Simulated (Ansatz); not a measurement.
Planning a run of Ansatz 0.2.0 on Sb (honeycomb bilayer). The input:

```yaml
crystal:
  lattice:
    - [4.0662163272, 0.0, 0.0]
    - [-2.0331081636, 3.5214466366, 0.0]
    - [0.0, 0.0, 34.7]
  atoms:
    - { symbol: Sb, position: [0.3333333333, 0.6666666667, 0.46339592] }
    - { symbol: Sb, position: [0.6666666667, 0.3333333333, 0.4167888745] }
    - { symbol: Sb, position: [0.3333333333, 0.6666666667, 0.5832111255] }
    - { symbol: Sb, position: [0.0, 0.0, 0.5361638371] }
  periodic: [true, true, false]
kpoints:
  mp_grid: { grid: [3, 3, 1] }
hamiltonian:
  xc: hse06
  pseudopotentials: { kind: paw, azcp: { folder: soft_1 } }
scf:
  occupations: { method: fermi_dirac, width: 0.03 }
  n_extra_bands: 5
output:
  eigenvalues: true
```

```sh
ansatz run input.yaml --threads 4 --pin off --max-ram 17510MiB --backend cpu --events-out ev --progress --plain --runs-dir out
```

**Question.** Estimate wall time and host memory on 4 threads of Arm Neoverse V2, shared host.

It took 26 s; on shared hardware allow 13 s to 53 s. Peak host memory was 3.2 GiB. The sizes that set the cost: 9667 plane waves a state, 3 irreducible k points and 20 SCF cycles.

Exact exchange couples every pair of k points and filled bands, so it costs far more than a semilocal run.

[Paths, hosts, dates, memory and timing lines, banners, echoed tables and standing remarks are left out of the program output.]

[Logs are printed without paths, hosts, clocks, repeated set-up lines and the standing remarks that a program may print on its own settings, such as how far it seeks lower states.]

[Runs of the session that timed out or met a known fault of the program may be left out.]

[Cells called generated may have been cut or substituted from an entry of the Crystallography Open Database or the Materials Project.]

[Hosts, paths, dates, database ids (printed as entryN), source tags and the programs' standing remarks are cut or masked in the printed files.]
